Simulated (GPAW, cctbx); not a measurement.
# Bonding in Mg3ZnS4 as X-rays see it

Question: by how much does bonding change the structure factors of Mg3ZnS4?

The cell is our own: ordered zincblende alloy in the eight-atom cube, 3 of 4 Zn sites given to Mg. All numbers below are calculated.

## 1. Find the equilibrium geometry

The density hangs on the geometry, so cell and atoms are relaxed first, with the symmetry held. The cutoff is set higher than for the density because stress converges slowly with plane waves.

Settings: GPAW 26.7.0, PBE, 650 eV, 4×4×4 k-points, Fermi–Dirac width 0.02 eV, BFGS to 0.02 eV/Å.

```text
cell
1.0
     5.637500000    0.000000000    0.000000000
     0.000000000    5.637500000    0.000000000
     0.000000000    0.000000000    5.637500000
Mg S Zn
3 4 1
Direct
0.000000000 0.000000000 0.500000000
0.000000000 0.500000000 0.000000000
0.500000000 0.000000000 0.000000000
0.250000000 0.250000000 0.750000000
0.250000000 0.750000000 0.250000000
0.750000000 0.250000000 0.250000000
0.750000000 0.750000000 0.750000000
0.500000000 0.500000000 0.500000000
```

```console
$ OMP_NUM_THREADS=1 mpirun -n 4 gpaw python run.py > gpaw.log
```

```text
BFGS:    0      -32.530144        0.515396
BFGS:    1      -32.544419        0.453708
BFGS:    2      -32.590339        0.042590
BFGS:    3      -32.590711        0.013946
cell  5.6366 5.6366 5.6366  90.00 90.00 90.00
volume 179.079 A^3, largest force 0.002 eV/A, largest stress 0.10 GPa
```

After 3 steps the volume has changed by 0.0 % and the energy by -0.061 eV; the largest stress left is 0.10 GPa. It took 3.4 min on 4 cores of Arm Neoverse N1 (shared host), peak memory 1.1 GiB.

Relaxed structure: P-43m (no. 215), a = 5.6366 Å, b = 5.6366 Å, c = 5.6366 Å, α = 90.00°, β = 90.00°, γ = 90.00°.

```csv
atom,mult.,x,y,z
Zn1,1,1/2,1/2,1/2
S1,4,0.2558,0.2558,0.7442
Mg1,3,0,0,1/2
```

## 2. The all-electron density

X-rays see the whole electron density, so the PAW density is rebuilt with its core regions. Subtracting spherical free atoms from the same code cancels the cores and leaves the deformation density Δρ, the part due to bonding.

Settings: PBE, 600 eV, 4×4×4 k-points, Fermi–Dirac width 0.02 eV; primitive cell of 8 atoms.

```console
$ OMP_NUM_THREADS=1 mpirun -n 4 gpaw python run.py > gpaw.log
```

```text
|iter:   1|       0s |  -34.172663 | +0.40 |       |
|iter:   2|       1s |  -33.856294 | -0.88 | -1.09 |
|iter:   3|       3s |  -32.534931 | -0.64 | -1.13 |
...
|iter:  18|      29s |  -32.583979c| -6.83 | -6.61c|
|iter:  19|      30s |  -32.583979c| -7.11 | -6.28c|
|iter:  20|      32s |  -32.583979c| -7.43c| -6.16c|
```

```text
grid (64, 64, 64)  electrons 130.000  moved by bonding 1.988 e
deformation density beyond 0.5 A of the nuclei: max 0.134, min -0.078 e/A^3
atom        x       y       z   Voronoi charge  moment
Zn1    0.5000  0.5000  0.5000      0.342       0.00
S 2    0.2558  0.2558  0.7442     -0.353       0.00
S 3    0.2558  0.7442  0.2558     -0.353       0.00
S 4    0.7442  0.2558  0.2558     -0.353       0.00
S 5    0.7442  0.7442  0.7442     -0.353       0.00
Mg6    0.0000  0.0000  0.5000      0.356       0.00
Mg7    0.0000  0.5000  0.0000      0.356       0.00
Mg8    0.5000  0.0000  0.0000      0.356       0.00
mean inner potential of superposed free atoms 11.096 V
total magnetic moment 0.000 muB
```

Deformation density in a plane through the shortest contact of the Zn atom at the origin, in 0.01 e/Å³ (clipped at ±99); x from -1.6 to 4.0 Å, y from 2.4 down to -2.4 Å:

```text
 12   1   .   .  -1   1   0  -1  -1  -1  -1  -1  -1  -1  -1  -1
 11   1   .   .  -1   1   0  -1  -1  -1  -1  -1  -1  -1  -2  -2
  5   3   3   7   6   3   0  -1  -1  -1   0   0   0  -1  -1  -2
  2   4   7  10   6   1  -1  -1   0   0   1   2   3   1   0  -1
  0   1   2  -1  -5  -6  -4   0   2   1   0   3   5   3   1  -1
 -1  -2  -5  -6   .  -3  -7   2   7   3  -6   .   0   2   1   0
 -2  -3  -6  -2   .   .  -8   2  11   5   .   .  -8  -2   0   0
 -1  -3  -5  -5   .  -3  -6   2   7   4  -3   .   3   3   1   0
 -1  -1  -3  -6  -6  -6  -4   0   3   4   6  12  12   6   1  -1
 -1  -1  -1  -2  -3  -3  -3  -1   0   2   5   8   8   3  -2  -3
 -1  -1  -1  -1  -1  -2  -2  -1  -1  -1   0   0  -1  -2  -4  -4
 -1  -1  -1  -1  -1  -1  -1  -1  -2  -3  -4  -5   1   .   1  -2
 -1  -1  -1  -1  -1  -1  -1  -2  -2  -3  -5  -5   .   .   .  -1
```

Atoms in or within 0.15 Å of the plane: Zn (0.0, 0.0), S (2.4, 0.0), S (-0.8, 2.2), Mg (3.2, -2.3) Å. Dots mark points within about 0.45 Å of a nucleus; large values next to them are atomic features.

S gains most (-0.35 e) and Mg loses most (+0.36 e), as electronegativity suggests. Such charges fall far short of formal ones, since overlapping free atoms already put density on their neighbours. Along the shortest contact from the Zn atom at the map's origin, Zn–S at 2.38 Å, Δρ is +0.08 e/Å³ at the midpoint and highest, +0.10, 1.42 Å from Zn (points within 0.5 Å of a nucleus left out): a modest build-up. At the midpoints of other shortest contacts it is +0.09 (S–Mg, 2.46 Å) e/Å³. Point values carry grid noise of about 0.01 e/Å³. The run needed 20 iterations, 44 s.

## 3. Structure factors

The Fourier components of Δρ, added to those of the free atoms, give the static X-ray structure factors; the Mott–Bethe relation turns them into the Fourier components V of the potential that fast electrons feel.

```text
static structure factors of the conventional cell: F in electrons, V (Mott-Bethe) in volts
   h  k  l      d  |F| table  |F| free   |F| DFT   change   |V| free  |V| DFT  change %
   0  1  0  5.6366    19.726    19.713    19.709   -0.004     0.513    0.516      0.6
   0  1  1  3.9857    17.145    17.127    17.036   -0.091     0.390    0.427      9.5
   1  1  1  3.2543    73.659    73.722    74.320    0.598     4.950    4.762     -3.8
   0  2  0  2.8183     5.444     5.337     4.590   -0.747     0.643    0.492    -23.6
   0  2  1  2.5208    13.949    13.883    13.858   -0.026     0.289    0.294      1.4
   1  2  1  2.3011    15.415    15.336    15.323   -0.013     0.446    0.451      1.1
   0  2  2  1.9928    86.075    85.951    85.775   -0.176     4.443    4.460      0.4
   1  2  2  1.8789    15.446    15.336    15.283   -0.053     0.452    0.457      1.1
   0  3  0  1.8789     9.828     9.707     9.748    0.041     0.115    0.111     -3.2
   0  3  1  1.7824    13.569    13.455    13.479    0.024     0.349    0.347     -0.6
   1  3  1  1.6995    56.604    56.472    56.126   -0.346     2.622    2.650      1.1
   2  2  2  1.6271     7.104     6.836     7.273    0.436     0.293    0.323     10.4
   0  3  2  1.5633    16.679    16.582    16.553   -0.029     0.527    0.528      0.3
   1  3  2  1.5064    12.971    12.879    12.840   -0.038     0.350    0.352      0.6
```

The largest X-ray change is -0.75 e on 020, 14.0 % of |F|. For electrons V goes as (Z − F)/g², so a change of F counts against Z − F, which is small at low angle and wherever the atoms' terms cancel: |V| of 020 moves by -23.6 % (0.64 to 0.49 V) against -14.0 % in |F|. The last three rows still change by up to 0.44 e; the table stops while the angles are still low. The tabulated Hartree–Fock atoms differ from the free DFT atoms by up to 0.27 e, so the choice of reference atom matters too.

## 4. Answer

Bonding moves 1.99 e in the primitive cell of Mg3ZnS4 and changes the structure factors of the conventional cell in the table above by at most 0.75 e (020, 14.0 %). The shortest bond, Zn–S, has Δρ = +0.08 e/Å³ at its midpoint. Limits: static density, frozen cores, no spin–orbit coupling.

[Outputs are excerpts: Python notices, other lines and further rows are left out; steps that failed or that the build refused (PBEsol, TPSS) are not shown.]

[Logs are printed without paths, hosts, clocks, repeated set-up lines and the standing remarks that a program may print on its own settings, such as how far it seeks lower states.]
